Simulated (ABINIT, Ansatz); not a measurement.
# ZrB2 (P6/mmm): zone-centre phonons, part 3 of 3

Aim: the zone-centre modes of ZrB2 (P6/mmm).

ABINIT 10.8.3; DFT LDA, scalar-relativistic, plane waves, JTH PAW pseudopotentials.

So far. Step 3 (Relaxation): The volume changes by -3.6 % in this run and stands -3.6 % from the first cell. Step 5 (Linear response at Γ): The acoustic modes at Γ come out as far as 4.2 cm⁻¹ from zero, where they should vanish, a small numerical error. The relaxed cell has a = 3.133, c = 3.487 Å (conventional setting).

### 6. Zone-centre analysis

anaddb reads the merged derivatives and imposes the acoustic sum rule.

anaddb.abi reads:

```
ddb_filepath "gamma_DDB"
output_file "anaddb.abo"
outdata_prefix "anaddb"
asr 1
chneut 1
enunit 2
eivec 1
nph1l 1
qph1l 0.0 0.0 0.0 1.0
```

mrgddb.in reads:

```
gamma_DDB
merged
1
dfpt_gammao_DDB
```

The run is started by

```console
$ mrgddb < mrgddb.in > mrgddb.log
$ OMP_NUM_THREADS=1 anaddb anaddb.abi > anaddb.log
```

Numbers of over 12 decimals in the logs are rounded to 6 here.

anaddb.abo, the main output file:

```text
-outvars_anaddb: echo values of input variables ----------------------

 Miscellaneous information :
      enunit         2
       eivec         1
         asr         1
 First list of wavevector (reduced coord.) :
       nph1l         1
       qph1l
                     0.00000000E+00  0.00000000E+00  0.00000000E+00    1.000E+00

================================================================================

 read the DDB information and perform some checks

  ==== Info on the Cryst% object ====
 Real(R)+Recip(G) space primitive vectors, cartesian coordinates (Bohr,Bohr^-1):
 R(1)=  5.9206857  0.0000000  0.0000000  G(1)=  0.1688994  0.0975141  0.0000000
 R(2)= -2.9603429  5.1274643  0.0000000  G(2)=  0.0000000  0.1950282  0.0000000
 R(3)=  0.0000000  0.0000000  6.5885750  G(3)=  0.0000000  0.0000000  0.1517779
 Unit cell volume ucvol=  2.0001665E+02 bohr^3
 Angles (23,13,12)=  9.00000000E+01  9.00000000E+01  1.20000000E+02 degrees
 Time-reversal symmetry is present
 Reduced atomic positions [iatom, xred, symbol]:
    1)    0.0000000  0.0000000  0.0000000  Zr
    2)    0.3333333  0.6666667  0.5000000   B
    3)    0.6666667  0.3333333  0.5000000   B

 DDB file with 1 blocks has been read.

================================================================================

 Treat the first list of vectors

  Phonon wavevector (reduced coordinates) :  0.00000  0.00000  0.00000
 Phonon energies in Hartree :
   0.000000E+00  0.000000E+00  0.000000E+00  2.134832E-03  2.134832E-03
   2.229931E-03  2.647007E-03  3.633882E-03  3.633882E-03
 Phonon energies in meV     :
-  0.000000E+00  0.000000E+00  0.000000E+00  5.809173E+01  5.809173E+01
-  6.067952E+01  7.202874E+01  9.888297E+01  9.888297E+01
 Phonon frequencies in cm-1    :
-  0.000000E+00  0.000000E+00  0.000000E+00  4.685414E+02  4.685414E+02
-  4.894134E+02  5.809510E+02  7.975450E+02  7.975450E+02
 Phonon frequencies in Thz     :
-  0.000000E+00  0.000000E+00  0.000000E+00  1.404652E+01  1.404652E+01
-  1.467224E+01  1.741647E+01  2.390980E+01  2.390980E+01
 Phonon energies in Kelvin  :
-  0.000000E+00  0.000000E+00  0.000000E+00  6.741266E+02  6.741266E+02
-  7.041566E+02  8.358588E+02  1.147489E+03  1.147489E+03

 Eigendisplacements
 (will be given, for each mode : in cartesian coordinates
   for each atom the real part of the displacement vector,
   then the imaginary part of the displacement vector - absolute values smaller than 1.0d-7 are set to zero)
  Mode number    1   Energy    0.000000E+00
 Attention : low frequency mode.
   (Could be unstable or acoustic mode)
-  1  0.00000000E+00  0.00000000E+00 -2.20483975E-03
-     0.00000000E+00  0.00000000E+00  0.00000000E+00
-  2  0.00000000E+00  0.00000000E+00 -2.20483534E-03
-     0.00000000E+00  0.00000000E+00  0.00000000E+00
-  3  0.00000000E+00  0.00000000E+00 -2.20483534E-03
-     0.00000000E+00  0.00000000E+00  0.00000000E+00
  Mode number    2   Energy    0.000000E+00
 Attention : low frequency mode.
   (Could be unstable or acoustic mode)
-  1  2.60592058E-07  2.20483968E-03  0.00000000E+00
-     0.00000000E+00  0.00000000E+00  0.00000000E+00
-  2  2.60591568E-07  2.20483554E-03  0.00000000E+00
-     0.00000000E+00  0.00000000E+00  0.00000000E+00
-  3  2.60591568E-07  2.20483554E-03  0.00000000E+00
-     0.00000000E+00  0.00000000E+00  0.00000000E+00
  Mode number    3   Energy    0.000000E+00
 Attention : low frequency mode.
   (Could be unstable or acoustic mode)
-  1  2.20483969E-03 -2.60590552E-07  0.00000000E+00
-     0.00000000E+00  0.00000000E+00  0.00000000E+00
-  2  2.20483554E-03 -2.60590062E-07  0.00000000E+00
-     0.00000000E+00  0.00000000E+00  0.00000000E+00
-  3  2.20483554E-03 -2.60590062E-07  0.00000000E+00
-     0.00000000E+00  0.00000000E+00  0.00000000E+00
  Mode number    4   Energy    2.134832E-03
-  1  0.00000000E+00  1.07341975E-03  0.00000000E+00
-     0.00000000E+00  0.00000000E+00  0.00000000E+00
-  2  0.00000000E+00 -4.52880525E-03  0.00000000E+00
-     0.00000000E+00  0.00000000E+00  0.00000000E+00
-  3  0.00000000E+00 -4.52880525E-03  0.00000000E+00
-     0.00000000E+00  0.00000000E+00  0.00000000E+00
  Mode number    5   Energy    2.134832E-03
-  1  1.07341975E-03  0.00000000E+00  0.00000000E+00
-     0.00000000E+00  0.00000000E+00  0.00000000E+00
-  2 -4.52880525E-03  0.00000000E+00  0.00000000E+00
-     0.00000000E+00  0.00000000E+00  0.00000000E+00
-  3 -4.52880525E-03  0.00000000E+00  0.00000000E+00
-     0.00000000E+00  0.00000000E+00  0.00000000E+00
  Mode number    6   Energy    2.229931E-03
;  1  0.00000000E+00  0.00000000E+00  1.07341964E-03
;     0.00000000E+00  0.00000000E+00  0.00000000E+00
;  2  0.00000000E+00  0.00000000E+00 -4.52880535E-03
;     0.00000000E+00  0.00000000E+00  0.00000000E+00
;  3  0.00000000E+00  0.00000000E+00 -4.52880535E-03
;     0.00000000E+00  0.00000000E+00  0.00000000E+00
  Mode number    7   Energy    2.647007E-03
;  1  0.00000000E+00  0.00000000E+00  0.00000000E+00
;     0.00000000E+00  0.00000000E+00  0.00000000E+00
;  2  0.00000000E+00  0.00000000E+00  5.03700077E-03
;     0.00000000E+00  0.00000000E+00  0.00000000E+00
;  3  0.00000000E+00  0.00000000E+00 -5.03700077E-03
;     0.00000000E+00  0.00000000E+00  0.00000000E+00
  Mode number    8   Energy    3.633882E-03
-  1  0.00000000E+00  0.00000000E+00  0.00000000E+00
-     0.00000000E+00  0.00000000E+00  0.00000000E+00
-  2  0.00000000E+00  5.03700077E-03  0.00000000E+00
-     0.00000000E+00  0.00000000E+00  0.00000000E+00
-  3  0.00000000E+00 -5.03700077E-03  0.00000000E+00
-     0.00000000E+00  0.00000000E+00  0.00000000E+00
  Mode number    9   Energy    3.633882E-03
-  1  0.00000000E+00  0.00000000E+00  0.00000000E+00
-     0.00000000E+00  0.00000000E+00  0.00000000E+00
-  2  5.03700077E-03  0.00000000E+00  0.00000000E+00
-     0.00000000E+00  0.00000000E+00  0.00000000E+00
-  3 -5.03700077E-03  0.00000000E+00  0.00000000E+00
-     0.00000000E+00  0.00000000E+00  0.00000000E+00

 Analysis of degeneracies and characters (maximum tolerance=1.00E-06 a.u.)
 For each vibration mode, or group of modes if degenerate,
 the characters are given for each symmetry operation (see the list in the log file).
 Symmetry characters of vibration mode #   1
       degenerate with vibration modes #   2 to    3
  3.0 -3.0  1.0 -1.0  2.0 -2.0  1.0 -1.0 -0.0  0.0  1.0 -1.0 -1.0  1.0  1.0 -1.0
 -0.0  0.0  1.0 -1.0  2.0 -2.0  1.0 -1.0
 Symmetry characters of vibration mode #   4
        degenerate with vibration mode #   5
  2.0 -2.0 -0.0  0.0  1.0 -1.0 -0.0  0.0 -1.0  1.0  0.0 -0.0 -2.0  2.0  0.0 -0.0
 -1.0  1.0  0.0 -0.0  1.0 -1.0 -0.0  0.0
 Symmetry characters of vibration mode #   6
  1.0 -1.0  1.0 -1.0  1.0 -1.0  1.0 -1.0  1.0 -1.0  1.0 -1.0  1.0 -1.0  1.0 -1.0
  1.0 -1.0  1.0 -1.0  1.0 -1.0  1.0 -1.0
 Symmetry characters of vibration mode #   7
  1.0  1.0 -1.0 -1.0 -1.0 -1.0  1.0  1.0  1.0  1.0 -1.0 -1.0 -1.0 -1.0  1.0  1.0
  1.0  1.0 -1.0 -1.0 -1.0 -1.0  1.0  1.0
 Symmetry characters of vibration mode #   8
        degenerate with vibration mode #   9
  2.0  2.0  0.0  0.0 -1.0 -1.0 -0.0 -0.0 -1.0 -1.0  0.0  0.0  2.0  2.0  0.0  0.0
 -1.0 -1.0 -0.0 -0.0 -1.0 -1.0  0.0  0.0
-
```

Elapsed: 0.51 s, on 1 thread of Arm Neoverse V1, shared host.

This step gave:

| Property | Result |
| --- | --- |
| highest optical zone-centre mode (no LO-TO term) | 797.5 cm⁻¹ |
| lowest optical zone-centre mode | 468.5 cm⁻¹ |

No LO-TO term; unit eigenvectors of the mass-weighted matrix, from anaddb's displacements. The modes at Γ (shares of kinetic energy by element, %):

```
mode  frequency (cm⁻¹)  Zr %  B %
   1               0.0    81   19
   2               0.0    81   19
   3               0.0    81   19
   4             468.5    19   81
   5             468.5    19   81
   6             489.4    19   81
   7             581.0     0  100
   8             797.5     0  100
   9             797.5     0  100
```

Displacements in mode 4 (468.5 cm⁻¹), the largest set to 1:
```
Zr1  0.00  0.24  0.00
B2   0.00 -1.00  0.00
B3   0.00 -1.00  0.00
```

Displacements in mode 7 (581.0 cm⁻¹), the largest set to 1:
```
Zr1  0.00  0.00  0.00
B2   0.00  0.00  1.00
B3   0.00  0.00 -1.00
```

The rule moves no optical mode by more than 0.1 cm⁻¹.

### 7. Cross-check with Ansatz

The same cell goes through another code, with its own cutoff. The potentials differ.

This step: DFT LDA, scalar-relativistic, plane waves, PAW (Ansatz 0.2.0).

input.yaml reads:

```yaml
crystal:
  lattice:
    - [3.1330919682, 0.0, 0.0]
    - [-1.5665459841, 2.7133372368, 0.0]
    - [0.0, 0.0, 3.4865237644]
  atoms:
    - { symbol: Zr, position: [0.0, 0.0, 0.0] }
    - { symbol: B, position: [0.3333333333, 0.6666666667, 0.5] }
    - { symbol: B, position: [0.6666666667, 0.3333333333, 0.5] }
kpoints:
  mp_grid: { grid: [15, 15, 12] }
hamiltonian:
  xc: lda
scf:
  occupations: { method: methfessel_paxton, width: 0.27211 }
output:
  eigenvalues: true
phonons:
  method: dfpt
```

The run is started by

```console
$ ansatz run input.yaml --threads 4 --pin off --max-ram 16384MiB --backend cpu --events-out ev --progress --plain --runs-dir out
```

The log of the run:

```text
zone centre: on kpoints.mp_grid the ground state, and the responses unless they are solved on pairs of k-points, stand on 448 of the mesh's 2700 k-points, reduced under 4 symmetry operations, with k and −k counted as one. Each operation leaves every solved displacement unchanged or reverses it
Engine: ansatz 0.2.0, aarch64-unknown-linux-gnu
Pseudopotentials: kind: paw
Pseudopotential: Zr, paw, valence charge 12, recommended cutoff 420 eV (normal), Zr.paw.azcp
Pseudopotential: B, paw, valence charge 3, recommended cutoff 420 eV (normal), B.paw.azcp
Functional definition: SPW92
  exchange = slater_x
  correlation = pw_c
Crystal: 3 atoms, lattice volume = 29.639 Å³
Basis set: ecut = 420 eV, 563 PW (Γ), exchange–correlation on 48×48×48 points (8 copies of the dense FFT grid, shifted against one another)
Bands: 13, of which v1, the nominal top of the filled ones, is band 9 counted from 1 (8 counted from 0)
Symmetry: 24 space group operations
k-points: 448 of 2700 (irreducible under 4 space group operations, time reversal used)
Non-local potential: Zr, projectors of the file, l = 0: 3, l = 1: 2, l = 2: 2, l = 3: 2
Non-local potential: B, projectors of the file, l = 0: 2, l = 1: 2, l = 2: 1
PAW form: soft (Blöchl's): semilocal exchange-correlation on the pseudo side does not see the compensation charge
PAW frozen core: Zr, regenerated for the run's functional, and the local potential with it (the file was generated under x = pbe(κ = 0.804, μ = 0.219515), c = pbe(β = 0.066725))
PAW frozen core: B, regenerated for the run's functional, and the local potential with it (the file was generated under x = pbe(κ = 0.804, μ = 0.219515), c = pbe(β = 0.066725))
PAW one-centre angular grid: Zr, 590 points (default); XC on 64 Gauss nodes
PAW one-centre angular grid: B, 110 points (default); XC on 64 Gauss nodes
Initial density: superposition of atomic densities (neutral atoms: chi_scale 0, normalization atom), corrected by the library's trained network
Initial wavefunctions: pseudopotential atomic-orbital guess
Functional: x = slater, c = lda
SCF iter   1: F=—  HF=-4380.275631 eV  |F-HF|=—  |Δ(HF+E_count)|=         —  Δρ=5.10e-3  dr2=5.04e-3  ethr=1.77e-3  ⟨swp⟩=5.1  Hψ=63895  notcnv=0
automatic band count: the SCF goes on with 17 bands, as 13 were too few: they end inside the smearing window of the response
preconditioner: auto → none  [metal: Δε(μ)=0.052 eV  Ē_g=19.745 eV  σ=0.272 eV  W_gap=0.16  n_scr=8 (ndim 8)  ℏωp=27.3 eV  f_vac=0.000  D(μ)=0.23/eV (n_scr^D=0)  sad-step TF]
SCF iter   2: F=—  HF=-4380.275025 eV  |F-HF|=—  |Δ(HF+E_count)|=   6.06e-4  S|Δr|=    0.00e0  Δρ=3.16e-3  dr2=2.87e-3  ethr=2.80e-5  ⟨swp⟩=1.0  Hψ=11200  notcnv=0
SCF iter   3: F=—  HF=-4380.274354 eV  |F-HF|=—  |Δ(HF+E_count)|=   6.70e-4  S|Δr|=    0.00e0  Δρ=5.87e-4  dr2=6.02e-5  ethr=1.60e-5  ⟨swp⟩=2.7  Hψ=10160  notcnv=0
SCF iter   4: F=—  HF=-4380.274337 eV  |F-HF|=—  |Δ(HF+E_count)|=   1.69e-5  S|Δr|=    0.00e0  Δρ=1.61e-4  dr2=6.86e-6  ethr=3.35e-7  ⟨swp⟩=2.2  Hψ=10548  notcnv=0
SCF iter   5: F=—  HF=-4380.274335 eV  |F-HF|=—  |Δ(HF+E_count)|=   2.23e-6  S|Δr|=    0.00e0  Δρ=1.66e-5  dr2=5.45e-8  ethr=3.81e-8  ⟨swp⟩=2.0  Hψ=10536  notcnv=0
SCF iter   6: F=—  HF=-4380.274335 eV  |F-HF|=—  |Δ(HF+E_count)|=   2.28e-7  S|Δr|=    0.00e0  Δρ=2.48e-6  dr2=1.47e-9  ethr=3.03e-10  ⟨swp⟩=2.0  Hψ=10469  notcnv=0
SCF iter   7: F=—  HF=-4380.274335 eV  |F-HF|=—  |Δ(HF+E_count)|=  2.28e-10  S|Δr|=    0.00e0  Δρ=6.33e-7  dr2=8.51e-11  ethr=8.17e-12  ⟨swp⟩=2.9  Hψ=10450  notcnv=0
SCF iter   8: F=-4380.274335 eV  HF=-4380.274335 eV  |F-HF|=2.73e-12  |Δ(HF+E_count)|=  3.18e-11  S|Δr|=    0.00e0  Δρ=5.68e-8  dr2=2.52e-13  ethr=1.00e-12  ⟨swp⟩=8.2  Hψ=34086  notcnv=0
SCF 1 converged in 8 iterations: F = -4380.274335 eV  dr2 = 2.52e-13
  greatest PAW one-centre occupation: 0.997 electrons in one spin orbital (limit 2), on the Zr atom at site 0 (counted from 0), in its partial waves of l = 0
DFPT response loops at Γ: preconditioner auto → Kerker (q_TF=auto, 2.511 Å⁻¹) (partly filled bands, converged f_vac=0.000); β = 1.00, the filter's whole step (`scf.mixing.beta` (0.50) is not read by the response loops under this deck's `scf.mixing.preconditioner`; to damp them name `kerker` or `kerker_dos`, under which they read `scf.mixing.beta`, and type it under 1.00, their step now; both keys bind the ground state too); Broyden in place of MSR1
SCF converged after 8 iterations
Stability not checked: this state was not tested for a lower state beside it, because cold or Methfessel-Paxton smearing, or corrected tetrahedra, fill the levels in a way that the test cannot read (fill_not_monotonic; see scf.lower_state_search)
Free energy (F): -4380.274335 eV
Harris-Foulkes:  -4380.274335 eV  (|F-HF|=2.73e-12)
Internal energy: -4380.275280 eV  (E = F + TS)
E sigma→0 (E₀):  -4380.274571 eV
Entropy (-TS):   0.000945 eV (0.315 meV/atom)
Fermi energy:    16.124328 eV
--- Per-component energies (eV) ---
  E_band       = -17.646567
  E_kinetic    = 439.299269
  E_local      = -544.596227  (includes V_loc(G=0)·N_el)
  E_nonlocal   = 106.118630
  E_hartree    = 171.739893
  E_xc         = -228.675888
  E_vxc        = -272.277364  (∫ρ·V_xc dr)
  E_paw        = -2994.263720  (= ΣΔE_a)
  E_vpaw       = -89.670672  (= ΣTr[D̂ρ^β])
  E_aug_tail   = 0.000015  (compensation charges beyond the density's cutoff)
  E_ewald      = -1330.359322
  E_core_change = 0.462069  (= ΣΔE_core)
  E_smearing   = 0.000945  (= −TS)
  E_closure    = 0.000000  (closes the sum)
  Σ components = -4380.274335   (vs F -4380.274335, Δ=0.00e0)
--- Band table (eV; the first three rows and the last of 448) ---
  k-point 0: bands = [... 5 lower, 13.4265, 13.4265, 13.4628, 13.8657, 19.6746, 19.6746, 20.4772, 20.4772, ... 4 higher]
  k-point 1: bands = [... 5 lower, 12.7631, 13.4940, 13.4940, 14.5342, 19.0914, 19.0914, 20.2515, 20.2515, ... 4 higher]
  k-point 2: bands = [... 5 lower, 11.8607, 13.6944, 13.6944, 15.3663, 18.2159, 18.2159, 19.6558, 19.6558, ... 4 higher]
  k-point 447: bands = [... 5 lower, 9.1650, 11.4787, 12.5561, 13.5382, 19.7144, 21.1083, 21.2829, 22.3758, ... 4 higher]
--- Phonons (Γ-DFPT): 4 representative perturbations + reference, on 448 of 2700 k-points (Σ response iterations 12) ---
  k mesh reduced under 4 symmetry operations, with k and −k counted as one. Each operation leaves every solved displacement unchanged or reverses it
  ASR residual: 2.161e-5 → 0.000e0 eV/Å²; symmetrization residual: 4.889e-7 eV/Å²
  ASR residual per site (eV/Å²): 2.16e-5 6.04e-6 6.04e-6
  Γ frequencies (cm⁻¹): 0.00 0.00 0.00 468.11 468.11 488.69 580.77 796.16 796.16
  non-analytic LO–TO correction: not included (Born effective charges unavailable; polar crystals: no LO–TO splitting at Γ)
```

Elapsed: 20 s, on 4 threads; peak memory 0.91 GiB; 73 s of CPU time.

Numbers from this step:

```yaml
sum_rule_residual_before_enforcement: 2.16e-5 eV/Å²
highest_optical_zone_centre_mode_no_lo_to_term: 796.2 cm⁻¹
lowest_optical_zone_centre_mode: 468.1 cm⁻¹
```

### 8. Side by side: ABINIT JTH and Ansatz, PAW

Worked out from the results:

| Property | Result |
| --- | --- |
| root-mean-square difference | 0.89 cm⁻¹ |
| largest difference | 1.38 cm⁻¹ |

Frequencies side by side, by row:

```
q (reciprocal lattice)  mode  ABINIT JTH (cm⁻¹)  Ansatz, PAW (cm⁻¹)
                 0 0 0     1                  0                   0
                 0 0 0     2                  0                   0
                 0 0 0     3                  0                   0
                 0 0 0     4              468.5               468.1
                 0 0 0     5              468.5               468.1
                 0 0 0     6              489.4               488.7
                 0 0 0     7                581               580.8
                 0 0 0     8              797.5               796.2
                 0 0 0     9              797.5               796.2
```

At the zone centre the largest difference (acoustic modes at Γ apart) is 0.2 % of the highest mode.

### 9. Results

- space group after relaxation: P6/mmm
- volume per atom: 9.88 Å³
- highest optical zone-centre mode (no LO-TO term): 797.5 cm⁻¹
- lowest optical zone-centre mode: 468.5 cm⁻¹
- imaginary optical modes at the zone centre (no q mesh in this session): none
- largest difference from Ansatz, PAW: 1.38 cm⁻¹

**Reading.** At the LDA level the optical modes of ZrB2 (P6/mmm) at the zone centre run from 469 to 798 cm⁻¹. ABINIT JTH and Ansatz, PAW differ by 0.9 cm⁻¹ in the root mean square and by 1.4 cm⁻¹ at most, 0.2 % of the highest mode compared (acoustic modes at Γ left out); the two use different potentials, and the cell was not relaxed for the second set. These are harmonic frequencies at zero temperature: anharmonic shifts and linewidths and thermal expansion are left out. In a metal the frequencies hang on the k mesh and the smearing, most of all near Kohn anomalies.

[Host names and launcher messages were left out of these logs when they were recorded.]

[Logs are printed without paths, hosts, clocks, repeated set-up lines and the standing remarks that a program may print on its own settings, such as how far it seeks lower states.]

[Hosts, paths, dates, database ids (printed as entryN), source tags and the programs' standing remarks are cut or masked in the printed files.]
